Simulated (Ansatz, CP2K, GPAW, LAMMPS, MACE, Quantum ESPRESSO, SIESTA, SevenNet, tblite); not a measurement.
**Running amorphous carbon (64 atoms) with tblite**

Aim: run amorphous carbon (64 atoms) in tblite and see how near its forces come to a plane-wave reference, and at what cost.

Method: the method is named at each step, in tblite 0.8.0.

### Step 1. The starting structure

The cell holds 64 atoms: 64 C. Cell: a = 7.590 Å, b = 7.590 Å, c = 7.590 Å, α = 90.0°, β = 90.0°, γ = 90.0°. 64 atoms (64 C) placed at random at 2.92 g/cm³, melted at 6000 K for 10 ps at fixed volume with the Tersoff potential (Tersoff, Phys. Rev. B 39, 5566 (1989)). Quenched from 6000 K to 300 K at 100 K/ps and fixed volume, held 5 ps, then minimised at fixed cell.

The yardstick, on the same geometry:

```
method                 : Kohn-Sham DFT, PBE, PAW, plane waves (Ansatz 0.2.0); cutoff 420 eV, Γ point, fermi-dirac smearing of 0.05 eV; PAW set soft_2
r.m.s. force component : 1.256 eV/Å
longest force          : 5.071 eV/Å
pressure               : -7.388 GPa
SCF cycles             : 11
time                   : 4.1 s on 4 threads of Arm Neoverse V1, shared host
CPU time               : 14 s
```

### Step 2. GFN1-xTB

Method: GFN1-xTB tight binding, diagonalisation.

The input, run.py:

```python
import numpy as np
from ase.io import read
from tblite.ase import TBLite

atoms = read("structure.xyz")
atoms.calc = TBLite(method="GFN1-xTB", electronic_temperature=580, accuracy=1.0, max_iterations=250, mixer_damping=0.1, verbosity=1)
energy = atoms.get_potential_energy()
forces = atoms.get_forces()
print(f"energy {energy:.6f} eV")
print("forces (eV/A)")
for i, (a, f) in enumerate(zip(atoms, forces)):
    print(f"{i:4d} {a.symbol:2s} {f[0]:10.5f} {f[1]:10.5f} {f[2]:10.5f}")
stress = -atoms.get_stress(voigt=False) * 160.21766
print("stress (GPa, compression positive)")
for row in stress:
    print(" ".join(f"{x:10.4f}" for x in row))
print("charges (e)")
print(np.array2string(atoms.get_charges(), precision=4, suppress_small=True, max_line_width=110, threshold=100000))
```

The input, structure.xyz:

```xyz
64
Lattice="7.59030 0.00000 0.00000 0.00000 7.59030 0.00000 0.00000 0.00000 7.59030" Properties=species:S:1:pos:R:3 pbc="T T T"
C 6.33532 6.97761 5.42342
C 6.62072 1.39145 3.81230
C 3.96183 5.72316 4.84314
C 2.99984 1.80740 7.44737
C 4.64974 4.93962 7.16949
C 1.54599 3.54619 1.33392
C 6.39392 5.10425 3.93777
C 5.66016 0.71599 0.76761
C 2.78989 1.89697 5.92848
C 4.06043 2.69456 0.55819
C 1.48003 3.92631 4.71563
C 6.46678 0.29139 2.89631
C 2.76879 5.83565 3.86620
C 4.73756 4.84337 1.78729
C 2.02502 0.93285 0.63455
C 2.23390 6.73510 6.46337
C 4.65969 7.19644 0.74476
C 1.39252 5.38145 4.42264
C 5.79193 3.73352 3.88752
C 7.30832 6.14237 6.24097
C 1.32307 0.60168 2.99483
C 1.18500 1.58584 4.03827
C 7.15720 6.55126 0.05989
C 3.97777 0.92784 5.28368
C 6.87901 2.81388 3.25715
C 7.15780 5.56915 1.12154
C 5.18000 7.13169 3.20098
C 5.35298 2.11352 1.04480
C 4.45141 6.40477 2.02881
C 0.50612 5.96598 2.11914
C 1.97705 5.96157 1.36777
C 4.22347 0.66673 3.70908
C 3.65526 6.90209 5.91208
C 3.86900 4.20852 0.62924
C 3.38300 2.91088 2.92621
C 4.48784 6.40424 7.08076
C 0.24562 5.37947 3.46512
C 0.47902 1.39092 0.16691
C 0.43568 3.81511 7.00585
C 3.00933 6.20515 2.44620
C 0.32039 1.31790 6.20628
C 3.89777 4.16275 5.27966
C 6.14678 4.51828 1.36883
C 6.55680 3.05214 1.54576
C 1.11729 6.17258 5.67033
C 0.90006 2.97517 3.67704
C 3.54156 1.47707 2.70814
C 4.54021 3.89762 2.94951
C 5.22881 3.30451 5.28915
C 5.66882 4.23660 6.40386
C 6.99218 0.34817 0.43272
C 2.38935 4.56063 0.59956
C 2.62139 3.50186 5.67284
C 1.94350 3.27354 2.65615
C 5.47610 6.22564 4.36753
C 1.81871 4.19425 6.83286
[... 4 atom lines left out ...]
C 0.24130 2.86640 0.66408
C 2.03549 7.06832 0.26604
C 6.56257 0.99236 5.38782
C 5.24922 1.77051 5.59959
```

Launch:

```console
$ OMP_NUM_THREADS=1 python run.py > output.txt
```

Log:

```text
------------------------------------------------------------
  cycle        total energy    energy error   density error
------------------------------------------------------------
      1     -134.0341971814  -1.3525719E+02   8.8536787E-01
      2     -134.1000319334  -6.5834752E-02   7.9416115E-01
      3     -133.1354113674   9.6462057E-01   4.0247299E-01
      4     -133.8535033410  -7.1809197E-01   1.2777231E-01
      5     -134.1269675470  -2.7346421E-01   4.8788118E-02
      6     -134.1431146127  -1.6147066E-02   2.8839526E-02
      7     -134.1551015738  -1.1986961E-02   1.5497468E-02
      8     -134.1568921741  -1.7906002E-03   6.7218963E-03
      9     -134.1573516874  -4.5951337E-04   4.5970741E-03
     10     -134.1576633799  -3.1169249E-04   1.5813098E-03
     11     -134.1576925359  -2.9156004E-05   8.0374331E-04
     12     -134.1576936117  -1.0757593E-06   6.8767602E-04
     13     -134.1576932203   3.9138294E-07   5.8804325E-04
     14     -134.1576953750  -2.1547048E-06   3.7721522E-04
     15     -134.1576965086  -1.1335574E-06   1.4926263E-04
     16     -134.1576965955  -8.6928452E-08   6.1266810E-05
     17     -134.1576966357  -4.0239286E-08   1.5822296E-05
------------------------------------------------------------
 total:                                   0.970 sec
energy -3650.616871 eV
forces (eV/A)
   0 C    -1.17323    0.96651    0.14908
   1 C     3.05644    0.70730    1.29357
   2 C    -0.41228    0.21279   -0.74660
   3 C     0.64326    0.66258    0.75570
   4 C    -1.52641    0.11059   -2.99503
   5 C    -0.32599   -2.00032    2.85961
   6 C     1.15341    0.39083   -1.19402
   7 C     0.47020    1.26247    0.35135
   8 C     0.17300    0.01730    0.24688
   9 C     2.15525   -2.45466   -0.08189
  10 C     0.43286   -0.79037    0.10636
  11 C     1.64462   -1.28145    0.57096
  12 C     1.49857    0.83111   -5.05174
  13 C    -0.00604   -1.25663    0.61212
  14 C     0.28082   -0.73949   -1.14323
  15 C    -2.21241   -1.12898   -2.30080
  16 C    -0.54079   -1.68050   -1.86583
  17 C     0.92846    0.56630   -0.52261
  18 C     0.72430    0.31993   -1.04898
  19 C     0.34427   -0.11221   -0.39865
  20 C     0.42584    0.06070   -2.04870
  21 C    -2.48697   -2.83501    0.15235
  22 C     1.23319    0.85825    1.92510
  23 C     0.56996    0.17890   -0.74488
[...]
56 C    -1.60484    0.67598    0.41760
  57 C    -3.63527    0.85474    3.84802
  58 C    -1.78866   -0.10344    1.63413
  59 C     1.35601   -2.39316   -1.27066
  60 C     1.62028    1.58588    0.06908
  61 C    -0.68765   -1.32018    0.25816
  62 C    -0.35448   -1.38168   -0.27672
  63 C     0.20707   -0.78913   -1.22924
stress (GPa, compression positive)
  -26.1012    -3.8162    -1.5165
   -3.8162   -17.8101    -1.2065
   -1.5165    -1.2065    -9.2702
charges (e)
[-0.1039  0.0037  0.0208 -0.0744  0.0552 -0.0383 -0.0635  0.0099  0.0409  0.0086 -0.0494 -0.0197 -0.0569
  0.0543  0.0516  0.0005 -0.0572  0.0579  0.0398  0.0607 -0.0384  0.008  -0.0398  0.0211  0.0138 -0.0407
  0.0497 -0.0232  0.0307  0.0625  0.0279 -0.0269  0.0329  0.0278 -0.0277 -0.0253 -0.0154  0.0191 -0.0223
 -0.0195 -0.0265  0.03   -0.0295  0.023  -0.003   0.0436 -0.0055 -0.0598  0.037  -0.0545  0.026   0.0226
  0.0381 -0.0069  0.0398 -0.0149  0.0159 -0.0095 -0.001   0.0133  0.0238 -0.0672  0.058  -0.0474]
```

Run time: 1.6 s. Hardware: 1 thread of Arm Neoverse V1, shared host; peak memory 0.1 GiB.

Banners, paths, timers and routine set-up lines are dropped from the logs unmarked, and long logs keep their key lines alone; longer cuts are marked.

Numbers from this run, and their distance from the reference:

* r.m.s. force component: 1.39 eV/Å
* r.m.s. difference of force components: 405.9 meV/Å
* longest difference of force vectors: 1354 meV/Å
* force difference over r.m.s. force: 32.31 %
* slope of forces against the reference's: 1.06
* correlation of force components: 0.9579
* pressure: -17.73 GPa
* pressure difference: -10.34 GPa

Local excerpt of 13 atoms (numbers count through the whole input) about C58, which bears the longest force; x, y, z are measured from there.

| atom | x | y | z | distance (Å) | bonds | Mulliken charge (e) | Fx | Fy | Fz (eV/Å) |
| --- | --- | --- | --- | --- | --- | --- | --- | --- | --- |
| C58 | 0.00 | 0.00 | 0.00 | 0.00 | 3 | -0.01 | -3.64 | 0.85 | 3.85 |
| C22 | -0.31 | 0.24 | -1.36 | 1.42 | 3 | 0.01 | -2.49 | -2.84 | 0.15 |
| C41 | -1.18 | -0.03 | 0.81 | 1.43 | 3 | -0.03 | 1.99 | 0.47 | -1.77 |
| C9 | 1.29 | 0.55 | 0.53 | 1.50 | 4 | 0.04 | 0.17 | 0.02 | 0.25 |
| C46 | -0.60 | 1.63 | -1.72 | 2.45 | 4 | 0.04 | -0.50 | 0.50 | -0.56 |
| C53 | 1.12 | 2.16 | 0.27 | 2.45 | 4 | 0.04 | -1.19 | 0.78 | -0.74 |
| C24 | 2.48 | -0.42 | -0.11 | 2.52 | 4 | 0.02 | 0.57 | 0.18 | -0.74 |
| C21 | -0.17 | -0.74 | -2.40 | 2.52 | 3 | -0.04 | 0.43 | 0.06 | -2.05 |
| C63 | -2.52 | -0.35 | -0.01 | 2.55 | 4 | 0.06 | -0.35 | -1.38 | -0.28 |
| C16 | 0.74 | -2.20 | 1.07 | 2.55 | 3 | 0.00 | -2.21 | -1.13 | -2.30 |
| C38 | -1.02 | 0.05 | 2.36 | 2.57 | 4 | 0.02 | -0.04 | 0.36 | -0.76 |
| C4 | 1.50 | 0.46 | 2.05 | 2.58 | 3 | -0.07 | 0.64 | 0.66 | 0.76 |
| C11 | -0.02 | 2.58 | -0.68 | 2.67 | 3 | -0.05 | 0.43 | -0.79 | 0.11 |

Atoms are counted from 1 here, from 0 in the log.

Forces lie 32 % from the reference's, at 0.11 times its CPU time (on 1 against 4 cores).

### Step 3. Summary of results

- force difference from the reference: tblite GFN1-xTB, 32 %
- its CPU time: 1.6 s

What this shows: Tight binding differs by 32 % (tblite GFN1-xTB); it is another model, with fitted parameters of its own, and the xTB methods hold dispersion. One electronic-structure run takes under half the reference's CPU time: tblite GFN1-xTB, at 32 % in 1.6 s against 14 s; its pressure misses by -10.3 GPa. Periodic xTB results under one method name differ between programs and library versions. The quench rate of 100 K/ps is many orders above laboratory rates, so the cell is likely richer in defects and strain than a real sample. The network of bonds at the start is that of the classical potential that made the cell, and needn't be the one that DFT or experiment would give. The reference's stress is far from hydrostatic: its diagonal is -13.3, -8.4, -0.4 GPa, compression counted positive. The reference's pressure of -7.4 GPa belongs to a cell and atoms that aren't relaxed at this level. The electronic-structure runs sample only Γ, in a cell whose shortest periodic width is 8 Å, which is coarse for a cell with partly filled levels.

[Also dropped from logs without a mark: logging warnings of Python, and SIESTA's first energy breakdown and zero terms.]

[Logs are printed without paths, hosts, clocks, repeated set-up lines and the standing remarks that a program may print on its own settings, such as how far it seeks lower states.]

[Hosts, paths, dates, database ids (printed as entryN), source tags and the programs' standing remarks are cut or masked in the printed files.]
